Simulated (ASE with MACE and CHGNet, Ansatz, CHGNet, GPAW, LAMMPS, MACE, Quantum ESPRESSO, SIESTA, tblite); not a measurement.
# Amorphous 29Ga2O3-71GeO2 (mol %) (86 atoms) in machine-learned potentials

Wanted: machine-learned potentials inputs and outputs for amorphous 29Ga2O3-71GeO2 (mol %) (86 atoms), checked against a plane-wave reference.

Main program and level: ASE with MACE and CHGNet; the method is named at each step.

**1. The structure**

The cell holds 86 atoms: 14 Ga, 17 Ge and 55 O. Cell: a = 10.359 Å, b = 10.359 Å, c = 10.359 Å, α = 90.0°, β = 90.0°, γ = 90.0°. 86 atoms (14 Fe, 17 Ge, 55 O) placed at random at 4.41 g/cm³, melted at 5000 K for 10 ps at fixed volume with the Morse and Coulomb pair potential with partial charges (Pedone, Malavasi, Menziani, Cormack and Segre, J. Phys. Chem. B 110, 11780 (2006)). Quenched from 5000 K to 300 K at 100 K/ps and fixed volume, held 5 ps, then minimised at fixed cell. Then Fe was replaced by Ga and the cell scaled by 1.006 (the potential has no terms for the new elements, so the cell is a start for a DFT relaxation).

The yardstick, on the same geometry:

| Item | Value |
| --- | --- |
| method | Kohn-Sham DFT, PBE, PAW, plane waves (Ansatz 0.2.0); cutoff 420 eV, Γ point, fermi-dirac smearing of 0.05 eV; PAW set soft_2 |
| r.m.s. force component | 0.8952 eV/Å |
| longest force | 2.886 eV/Å |
| pressure | -2.014 GPa |
| gap (highest filled to lowest empty level) | 0.6548 eV |
| SCF cycles | 10 |
| time | 24 s on 4 threads of Arm Neoverse V1, shared host |
| CPU time | 93 s |

**2. MACE MP-0b3 medium potential**

Method: machine-learned interatomic potential MACE MP-0b3 medium, trained on PBE(+U) plane-wave data.

run.py reads:

```python
import numpy as np
from ase.io import read
import mlip  # loads the published weights by name

atoms = read("structure.xyz")
atoms.calc = mlip.calc("mace-mp-0b3-medium")
energy = atoms.get_potential_energy()
forces = atoms.get_forces()
print(f"energy {energy:.6f} eV")
print("forces (eV/A)")
for i, (a, f) in enumerate(zip(atoms, forces)):
    print(f"{i:4d} {a.symbol:2s} {f[0]:10.5f} {f[1]:10.5f} {f[2]:10.5f}")
stress = -atoms.get_stress(voigt=False) * 160.21766
print("stress (GPa, compression positive)")
for row in stress:
    print(" ".join(f"{x:10.4f}" for x in row))
```

structure.xyz reads:

```xyz
86
Lattice="10.35908 0.00000 0.00000 0.00000 10.35908 0.00000 0.00000 0.00000 10.35908" Properties=species:S:1:pos:R:3 pbc="T T T"
Ga 4.58265 4.49688 6.28361
Ga 9.05757 1.92265 7.59424
Ga 6.08855 2.28480 7.18133
Ga 5.42515 9.72542 2.42413
Ga 8.02622 5.56946 6.76293
Ga 0.69188 10.25466 7.47097
Ga 3.19443 7.56244 8.00788
Ga 3.93200 3.16573 0.72006
Ga 3.63448 6.72377 1.87023
Ga 9.73795 9.22176 2.09606
Ga 6.80001 0.23370 4.98707
Ga 0.69996 7.53613 9.85874
Ga 4.82132 3.40140 3.33884
Ga 2.54305 9.68543 0.17072
Ge 0.30435 4.71929 1.32006
Ge 8.06372 8.75964 7.62770
Ge 0.64454 4.99795 8.30954
Ge 4.62668 7.44704 5.24252
Ge 3.72823 0.07251 6.21980
Ge 5.50917 8.62590 9.95394
Ge 2.76981 2.38549 8.23661
Ge 0.02942 2.03566 4.50796
Ge 7.33630 5.31825 1.93311
Ge 5.56977 5.33327 9.31903
Ge 6.95053 1.35248 0.11271
Ge 7.43958 7.81675 4.30161
Ge 0.37313 7.72622 4.89632
Ge 10.35152 1.50890 0.31429
Ge 7.46817 3.16190 4.47129
Ge 2.63670 0.82220 3.04391
Ge 1.90856 4.91859 4.15233
O 9.03540 7.28119 4.89757
O 1.23605 6.23606 5.02788
O 7.53965 9.13785 5.99552
O 2.58604 0.86105 7.29611
O 2.36425 7.58658 0.57679
O 0.56001 8.41623 3.32609
O 4.93248 6.95467 9.12314
O 4.25489 2.87516 7.41648
O 3.37229 2.31567 2.48442
O 9.65901 8.13157 0.56374
O 5.34756 0.60559 6.43475
O 3.28621 0.50055 4.62388
O 9.47908 4.33082 7.80847
O 3.43942 10.08653 1.96999
O 6.67684 5.36414 0.30083
O 9.04845 5.00333 1.79823
O 4.00782 6.25046 6.53544
O 9.12490 10.07503 7.89994
O 2.94996 1.87634 9.87189
O 0.97355 1.03435 3.46667
O 5.80761 3.34401 5.22885
O 1.54412 5.22843 2.43356
O 0.77994 8.90860 6.07539
O 0.81857 0.11975 0.90197
O 0.45994 5.37067 10.06374
[... 26 atom lines left out ...]
O 0.86768 3.53928 4.43058
O 0.16367 1.66097 8.95833
O 4.05061 9.35363 9.32991
O 8.05667 9.29261 3.31014
```

Run with:

```sh
OMP_NUM_THREADS=1 python run.py > output.txt
```

Log:

```text
energy -521.586922 eV
forces (eV/A)
   0 Ga   -0.07786    0.02234    0.02966
   1 Ga    0.05067   -0.54692    0.16087
   2 Ga   -0.20824   -0.97601    0.35215
   3 Ga    0.39056    0.14079    0.28844
   4 Ga    0.12226    0.09376    0.45263
   5 Ga   -0.80703   -1.27806   -0.49186
   6 Ga    0.61328   -0.28245    0.24339
   7 Ga    0.87345    0.29013   -1.09521
   8 Ga    0.38701    0.16663    0.22109
   9 Ga    0.01850   -1.79516    0.50853
  10 Ga   -0.51910   -0.45899    0.05247
  11 Ga    0.13191    0.09873    0.98732
  12 Ga   -0.48299    0.74500    0.24288
  13 Ga    0.15769   -0.97128    0.00036
  14 Ge   -0.97932   -1.07212    0.03780
  15 Ge   -0.62678   -0.47570   -0.55794
  16 Ge   -0.23269   -1.07156    0.46075
  17 Ge    1.23007   -0.42489   -1.30101
  18 Ge    0.46206    1.08493   -1.27207
  19 Ge    0.57494   -0.34750   -0.22828
  20 Ge    0.20168    0.54852    1.00070
  21 Ge    0.55847    1.16424    0.22540
  22 Ge    0.33247    0.90003    0.09142
  23 Ge   -0.00593   -0.58754    0.52403
[...]
78 O    -0.38337   -1.31980    1.06795
  79 O     1.63738   -0.62612    0.63725
  80 O    -0.68824   -0.30838    0.97043
  81 O    -0.20818   -0.66211   -1.48738
  82 O    -0.07255    0.60154    0.30776
  83 O    -0.01388   -0.06154   -2.76897
  84 O    -1.83840    0.48927   -0.85539
  85 O     0.10031    0.72692   -0.71780
stress (GPa, compression positive)
   -1.8789    -0.2970    -0.5202
   -0.2970    -2.1468    -0.2003
   -0.5202    -0.2003    -3.5684
```

It took 13 s on 1 thread of Arm Neoverse V1, shared host; peak memory 1.1 GiB.

Banners, paths, timers and routine set-up lines are dropped from the logs unmarked, and long logs keep their key lines alone; longer cuts are marked.

Compared with the plane-wave run:

```
r.m.s. force component                  : 0.8471 eV/Å
r.m.s. difference of force components   : 93.69 meV/Å
longest difference of force vectors     : 398 meV/Å
force difference over r.m.s. force      : 10.46 %
slope of forces against the reference's : 0.9422
correlation of force components         : 0.9957
pressure                                : -2.531 GPa
pressure difference                     : -0.5175 GPa
```

Length of the force difference by element (eV/Å):

```tsv
element	atoms	mean	most
Ga	14	0.19	0.40
Ge	17	0.17	0.29
O	55	0.13	0.34
```

A closer look about Ge29, which has 5 bonded neighbours where the commonest count for Ge is 4: 11 atoms, nearest first, numbered in the order of the input, with positions taken from that point.

```tsv
atom	x	y	z	distance (Å)	bonds	Fx	Fy	Fz (eV/Å)
Ge29	0.00	0.00	0.00	0.00	5	0.88	0.46	0.93
O73	0.74	1.27	0.86	1.70	2	1.08	1.76	1.08
O82	1.33	-0.97	-0.62	1.76	2	-0.21	-0.66	-1.49
O70	-0.69	0.81	-1.49	1.83	3	-1.24	-1.06	-0.25
O52	-1.66	0.18	0.76	1.83	4	-2.09	0.03	0.00
O81	0.18	-1.29	1.61	2.07	4	-0.69	-0.31	0.97
O68	-1.50	-2.04	-0.98	2.72	2	0.30	-0.74	0.08
Ga13	-2.65	0.24	-1.13	2.89	5	-0.48	0.74	0.24
Ga11	-0.67	-2.93	0.52	3.05	5	-0.52	-0.46	0.05
Ge22	2.92	-1.13	0.04	3.13	4	0.56	1.16	0.23
Ga3	-1.38	-0.88	2.71	3.16	5	-0.21	-0.98	0.35
```

Atoms are counted from 1 here, from 0 in the log.

Forces lie 10 % from the reference's, at 0.087 times its CPU time (on 1 against 4 cores).

**3. MACE MPA-0 medium potential**

Method: machine-learned interatomic potential MACE MPA-0 medium, trained on PBE(+U) plane-wave data.

Changes to run.py since step 2:

```diff
@@ -5,3 +5,3 @@
 atoms = read("structure.xyz")
-atoms.calc = mlip.calc("mace-mp-0b3-medium")
+atoms.calc = mlip.calc("mace-mpa-0-medium")
 energy = atoms.get_potential_energy()
```

structure.xyz is that of step 2.

Log:

```text
energy -520.355905 eV
forces (eV/A)
   0 Ga   -0.11695    0.11610    0.01882
   1 Ga    0.08643   -0.51490    0.12216
   2 Ga   -0.18516   -0.98597    0.36005
   3 Ga    0.40702    0.13745    0.26322
   4 Ga    0.23617    0.20892    0.29624
   5 Ga   -1.00876   -1.43915   -0.52734
   6 Ga    0.63786   -0.43751    0.11824
   7 Ga    1.17184    0.35119   -1.11265
   8 Ga    0.29678    0.01632    0.19851
   9 Ga   -0.15159   -2.01704    0.61626
  10 Ga   -0.46904   -0.69366    0.01497
  11 Ga    0.13789    0.18900    0.98020
  12 Ga   -0.44347    0.72148    0.04058
  13 Ga    0.15840   -1.09709   -0.13694
  14 Ge   -0.97397   -0.86851    0.16143
  15 Ge   -0.52223   -0.53702   -0.45547
  16 Ge   -0.29990   -0.98117    0.26847
  17 Ge    1.29643   -0.48201   -1.24286
  18 Ge    0.50631    0.89479   -1.25083
  19 Ge    0.64682   -0.41114   -0.28063
  20 Ge    0.12240    0.77527    0.98630
  21 Ge    0.45252    1.13109    0.29346
  22 Ge    0.22065    0.89602   -0.07734
  23 Ge   -0.01327   -0.64335    0.60834
[...]
78 O    -0.49252   -1.44592    1.04232
  79 O     1.64007   -0.58029    0.61620
  80 O    -0.67966   -0.35228    0.98922
  81 O    -0.18335   -0.67881   -1.54471
  82 O    -0.05378    0.53379    0.29691
  83 O    -0.00924   -0.06898   -2.70335
  84 O    -1.71398    0.52979   -0.84991
  85 O     0.16439    0.76856   -0.71199
stress (GPa, compression positive)
   -1.8612    -0.1998    -0.6195
   -0.1998    -2.0506    -0.2282
   -0.6195    -0.2282    -3.4099
```

The job ended after 7.6 s (1 thread; peak memory 1.1 GiB).

Compared with the plane-wave run:

```
r.m.s. force component                  : 0.8595 eV/Å
r.m.s. difference of force components   : 86.66 meV/Å
longest difference of force vectors     : 293.3 meV/Å
force difference over r.m.s. force      : 9.68 %
slope of forces against the reference's : 0.9562
correlation of force components         : 0.996
pressure                                : -2.441 GPa
pressure difference                     : -0.4267 GPa
```

Against the first run (10 %), the force difference from the reference is 9.7 %, at 0.90 times the CPU time.

**4. CHGNet r2SCAN potential**

Method: machine-learned interatomic potential CHGNet r2SCAN, trained on r2SCAN plane-wave data.

Changes to run.py since step 3:

```diff
@@ -5,3 +5,3 @@
 atoms = read("structure.xyz")
-atoms.calc = mlip.calc("mace-mpa-0-medium")
+atoms.calc = mlip.calc("chgnet-r2scan")
 energy = atoms.get_potential_energy()
```

structure.xyz is that of step 3.

Log:

```text
CHGNet vr2scan initialized with 412,525 parameters
CHGNet will run on cpu
energy -873.794006 eV
forces (eV/A)
   0 Ga   -0.08863    0.20600   -0.07076
   1 Ga    0.02060   -0.35397   -0.00979
   2 Ga   -0.08939   -0.80277    0.02011
   3 Ga    0.11776    0.37104    0.33570
   4 Ga    0.16246   -0.03412    0.13990
   5 Ga   -0.54361   -1.14609   -0.36801
   6 Ga    0.51925   -0.39894   -0.02878
   7 Ga    0.83189    0.29795   -0.86617
   8 Ga    0.47587   -0.01648    0.22709
   9 Ga    0.07067   -1.59677    0.41591
  10 Ga   -0.60776   -0.09735   -0.18503
  11 Ga    0.30163    0.36409    0.76426
  12 Ga   -0.53655    0.61278   -0.03027
  13 Ga   -0.05757   -0.73799   -0.05090
  14 Ge   -0.49434   -0.80178    0.02154
  15 Ge   -0.57390   -0.58158   -0.35851
  16 Ge   -0.07972   -0.68136    0.33442
  17 Ge    0.94105   -0.40679   -0.93504
  18 Ge    0.13395    0.69870   -0.98674
  19 Ge    0.26721   -0.22843   -0.18480
  20 Ge    0.05443    0.31310    0.75877
  21 Ge    0.41571    0.72939    0.04499
  22 Ge    0.11499    0.60922    0.16120
  23 Ge   -0.08264   -0.46641    0.47438
[...]
78 O    -0.37503   -1.01948    0.64773
  79 O     1.26979   -0.53130    0.34726
  80 O    -0.41766   -0.27870    0.98405
  81 O    -0.17440   -0.30646   -0.96965
  82 O    -0.02877    0.42288    0.19939
  83 O    -0.25243   -0.18544   -2.03026
  84 O    -1.21443    0.15102   -0.43582
  85 O    -0.00959    0.01351   -0.20967
stress (GPa, compression positive)
   -6.2043    -0.0181    -0.3815
   -0.0181    -6.3115    -0.0389
   -0.3815    -0.0389    -7.5127
```

Elapsed: 3.6 s, on 1 thread; peak memory 1.3 GiB.

Against the reference:

```
r.m.s. force component                  : 0.6391 eV/Å
r.m.s. difference of force components   : 317.4 meV/Å
longest difference of force vectors     : 935.5 meV/Å
force difference over r.m.s. force      : 35.45 %
slope of forces against the reference's : 0.6919
correlation of force components         : 0.9693
pressure                                : -6.676 GPa
pressure difference                     : -4.662 GPa
```

Against the first run (10 %), the force difference from the reference is 35 %, at 0.40 times the CPU time; this potential was trained at another functional than the reference's, which explains only part of so large a difference.

**5. The ladder**

Differences are against the plane-wave reference, forces as r.m.s. over components; share is that over the reference's r.m.s. force, slope the least-squares factor from reference forces to these. Total energies of different programs have different zeros and aren't compared.

```tsv
run	Δ force, r.m.s. (meV/Å)	share (%)	slope	Δ pressure (GPa)	cores	CPU time	memory (GiB)
reference	-	-	-	-	4	93 s	1.7
MACE MP-0b3 medium potential	93.7	10.5	0.942	-0.517	1	8.1 s	1.1
MACE MPA-0 medium potential	86.7	9.68	0.956	-0.427	1	7.3 s	1.1
CHGNet r2SCAN potential	317	35.4	0.692	-4.66	1	3.2 s	1.3
```

Times of the machine-learned potentials are mostly Python's start and the loading of weights.

CPU time is summed over cores on a shared host, where runs went side by side, so it is rough. Symmetry, cutoffs, thresholds, outputs and thread counts weren't matched or tuned between programs; memory under MPI is the largest rank's times the ranks.

**6. Summary of results**

| Item | Value |
| --- | --- |
| nearest in forces | MACE MPA-0 medium potential, 9.7 % |
| its CPU time | 7.3 s |

In words: Machine-learned potentials differ by 9.7 % (MACE MPA-0 medium potential) to 35 % (CHGNet r2SCAN potential); they were trained on other programs' data, some at another functional. Machine-learned potentials mimic data converged in k, so the reference's own k-point error enters their differences. The quench rate of 100 K/ps is many orders above laboratory rates, so the cell is likely richer in defects and strain than a real sample. The network of bonds at the start is that of the classical potential that made the cell, and needn't be the one that DFT or experiment would give. The reference's pressure of -2.0 GPa belongs to a cell and atoms that aren't relaxed at this level. The electronic-structure runs sample only Γ, in a cell whose shortest periodic width is 10 Å.

[Also dropped from logs without a mark: logging warnings of Python, and SIESTA's first energy breakdown and zero terms.]

[Logs are printed without paths, hosts, clocks, repeated set-up lines and the standing remarks that a program may print on its own settings, such as how far it seeks lower states.]

[Hosts, paths, dates, database ids (printed as entryN), source tags and the programs' standing remarks are cut or masked in the printed files.]
